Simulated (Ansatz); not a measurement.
# Li wire along [111], 4 atoms a period: bands by functional and under strain, part 4 of 4

Wanted: the relaxed geometry and the bands of the Li wire along [111], 4 atoms a period.

Ansatz 0.2.0; DFT PBE, plane waves, PAW; relaxation of a wire's period (the session's first sound run).

So far. Step 6 (Levels at the same atoms, level r2SCAN, cutoff 500 eV): Bands cross the Fermi level, as under PBE at the relaxed period. Step 8 (Strain along the wire, period over the relaxed period …): Bands cross the Fermi level, as under PBE at the relaxed period.

**9. Strain along the wire, period over the relaxed period 1.06, k-mesh 1×1×19 (continued)**

Level of this step: DFT PBE, plane waves, PAW; relaxation at a fixed period (Ansatz).

Step by step:

| step | energy less that of the first step (eV) | largest force component (eV/Å) |
| --- | --- | --- |
| 1 | 0.0000 | 0.0288 |
| 2 | -0.0010 | 0.0065 |

Forces are held to the 4 operations that the run works with; a distortion that breaks them can't arise in this run.

The atoms that moved most (Å):

| atom | dx | dy | dz | length |
| --- | --- | --- | --- | --- |
| Li1 | 0.030 | 0.000 | 0.000 | 0.030 |
| Li2 | -0.030 | 0.000 | 0.000 | 0.030 |
| Li3 | 0.000 | -0.009 | 0.001 | 0.009 |
| Li4 | 0.000 | 0.009 | -0.001 | 0.009 |

Final coordinates:

```cif
data_structure
_symmetry_space_group_name_H-M 'P 1'
_symmetry_Int_Tables_number 1
_cell_length_a 11.6650
_cell_length_b 9.6090
_cell_length_c 3.3225
_cell_angle_alpha 90.000
_cell_angle_beta 90.000
_cell_angle_gamma 90.000
_cell_volume 372.42
loop_
_atom_site_label
_atom_site_type_symbol
_atom_site_fract_x
_atom_site_fract_y
_atom_site_fract_z
_atom_site_occupancy
Li1 Li 0.32092 0.49999 0.00000 1
Li2 Li 0.67908 0.49999 0.00000 1
Li3 Li 0.50000 0.35598 0.49944 1
Li4 Li 0.50000 0.64399 0.50056 1
```

Numbers from this step:

* energy at zero smearing: -816.7244 eV

Bands cross the Fermi level, as under PBE at the relaxed period.

**10. A repeat with changed settings**

This step: DFT LDA, plane waves, PAW; bands of a perfect wire at the PBE geometry; changed: hamiltonian.pseudopotentials = {"kind": "paw", "source": "jth"} (Ansatz 0.2.0).

The atoms of the band run (LDA) are kept and the input is varied, to see whether the result depends on it.

input.yaml reads:

```yaml
crystal:
  lattice:
    - [11.665, 0.0, 0.0]
    - [0.0, 9.609, 0.0]
    - [0.0, 0.0, 3.1344411549]
  atoms:
    - { symbol: Li, position: [0.318375626, 0.4999869, 0.0] }
    - { symbol: Li, position: [0.681624374, 0.4999869, 0.0] }
    - { symbol: Li, position: [0.5, 0.356914471, 0.49913115] }
    - { symbol: Li, position: [0.5, 0.643059329, 0.50086885] }
kpoints:
  mp_grid: { grid: [1, 1, 20] }
  band_path: { path: ["Γ", Z], npoints: 50 }
scf:
  occupations: { method: fermi_dirac, width: 0.05 }
hamiltonian:
  xc: lda
  pseudopotentials: { kind: paw, source: jth }
```

Command:

```bash
> ansatz run input.yaml --threads 8 --pin off --max-ram 16384MiB --backend cpu --events-out ev --progress --plain --runs-dir out
```

Numbers of over 12 decimals in the logs are rounded to 6 here.

The program printed:

```text
Warning: <dir> the checks of this Li dataset prove no rule for summing its radial tables, as where they were carried onto another mesh than they were made on, and Gregory's rule is taken, under which a leading mesh point left out moves its sums only by what lay on the interval it spanned. That does not make them correct, and they differ from Quantum ESPRESSO's on this file; a re-export a fraction of a mesh step off can move them. hamiltonian.pseudopotentials.radial_quadrature: simpson_from_first_knot sums it by `pw.x`'s rule; on a PAW file no value gives `pw.x`'s numbers. What more to know: hamiltonian.pseudopotentials.radial_quadrature, in the input reference
[...]
Crystal: 4 atoms, lattice volume = 351.336 Å³
Basis set: ecut = 1200 eV, 33123 PW (Γ)
Bands: 10, of which v1, the nominal top of the filled ones, is band 6 counted from 1 (5 counted from 0)
Symmetry: 4 space group operations
[...]
k-points: 11 of 20
[...]
SCF iter   1: F=—  HF=-806.213527 eV  |F-HF|=—  |Δ(HF+E_count)|=         —  Δρ=1.31e-2  dr2=4.94e0  ethr=3.10e-3  ⟨swp⟩=8.0  Hψ=1006  notcnv=0
[...]
SCF iter   7: F=-804.413241 eV  HF=-804.413241 eV  |F-HF|=5.07e-8  |Δ(HF+E_count)|=   3.66e-8  Δρ=2.36e-6  dr2=8.19e-8  ethr=8.33e-10  ⟨swp⟩=5.8  Hψ=629  notcnv=0
SCF 1 converged in 7 iterations: F = -804.413241 eV  dr2 = 8.19e-8
[...]
SCF converged after 7 iterations
Free energy (F): -804.413241 eV
[...]
Internal energy: -804.397600 eV  (E = F + TS)
E sigma→0 (E₀):  -804.405421 eV
Entropy (-TS):   -0.015641 eV (-3.910 meV/atom)
Fermi energy:    -1.818730 eV
[...]
--- Band table (eV; the first three rows and the last of 11) ---
[...]
```

Run time: 2.3 s. Hardware: 8 threads of AMD EPYC 9R45, shared host; peak memory 1.9 GiB.

This step gave:

```
energy at zero smearing : -804.4054 eV
```

It took 2.3 s against 0.54 s for the run it varies.

**11. The same system on other settings**

This step: DFT LDA, plane waves, PAW; bands of a perfect wire at the PBE geometry; changed: kpoints.mp_grid.grid = [1, 1, 1], scf.max_iter = 60 (Ansatz 0.2.0).

The input of the band run (LDA) is made doubtful on purpose.

Edit input.yaml of step 10 so:

```diff
@@ -11,3 +11,3 @@
 kpoints:
-  mp_grid: { grid: [1, 1, 20] }
+  mp_grid: { grid: [1, 1, 1] }
   band_path: { path: ["Γ", Z], npoints: 50 }
@@ -15,4 +15,4 @@
   occupations: { method: fermi_dirac, width: 0.05 }
+  max_iter: 60
 hamiltonian:
   xc: lda
-  pseudopotentials: { kind: paw, source: jth }
```

The program printed:

```text
[...]
Crystal: 4 atoms, lattice volume = 351.336 Å³
Basis set: ecut = 420 eV, 6861 PW (Γ)
Bands: 10, of which v1, the nominal top of the filled ones, is band 6 counted from 1 (5 counted from 0)
Symmetry: 4 space group operations
[...]
k-points: 1
[...]
SCF iter   1: F=—  HF=-807.265338 eV  |F-HF|=—  |Δ(HF+E_count)|=         —  Δρ=4.66e-3  dr2=3.80e-1  ethr=1.77e-3  ⟨swp⟩=5.0  Hψ=69  notcnv=0
[...]
SCF iter   8: F=-807.147003 eV  HF=-807.147003 eV  |F-HF|=7.55e-8  |Δ(HF+E_count)|=   5.92e-7  Δρ=1.44e-6  dr2=3.57e-8  ethr=8.33e-10  ⟨swp⟩=2.0  Hψ=40  notcnv=0
SCF 1 converged in 8 iterations: F = -807.147003 eV  dr2 = 3.57e-8
[...]
SCF converged after 8 iterations
Free energy (F): -807.147003 eV
[...]
Internal energy: -807.124514 eV  (E = F + TS)
E sigma→0 (E₀):  -807.135758 eV
Entropy (-TS):   -0.022489 eV (-5.622 meV/atom)
Fermi energy:    -2.581805 eV
[...]
--- Band table (eV) ---
[...]
```

Elapsed: 0.4 s, on 8 threads; peak memory 0.55 GiB.

Residual by cycle:

cycle, log10 residual and a bar from the least value:
```
        1       -0.4 ##############################
        2       -0.9 ############################
        3       -2.4 #####################
        4       -3.0 ###################
        5       -3.7 ################
        6       -4.9 ###########
        7       -6.0 ######
        8       -7.4
```

The run finished. A setting was moved off its sound value on purpose, so it serves as a test and not as the result.

The fault put into the input: one k-point for a small cell (kpoints.mp_grid.grid = [1, 1, 1]).

**12. What came out**

| Item | Value |
| --- | --- |
| cell length, PBE | 3.134 Å |
| conductance, PBE | 2.15 G₀ |
| gap, period scaled by 0.97 | none |
| gap, period scaled by 1.06 | none |

In words: Under PBE the cell's length is 3.13 Å, and it is a metal with 2 channels a spin next to the Fermi level, 2.15 G₀ at 300 K. A perfect wire passes every open channel, so the conductance counts half a G₀ for each forward-moving state at the Fermi level, spin by spin; the value here is no such multiple, since a band edge lies within the thermal window. Transport is coherent and elastic here: the atoms are frozen, so scattering by vibrations plays no part.

[Logs are printed without paths, hosts, clocks, repeated set-up lines and the standing remarks that a program may print on its own settings, such as how far it seeks lower states.]

[Hosts, paths, dates, database ids (printed as entryN), source tags and the programs' standing remarks are cut or masked in the printed files.]
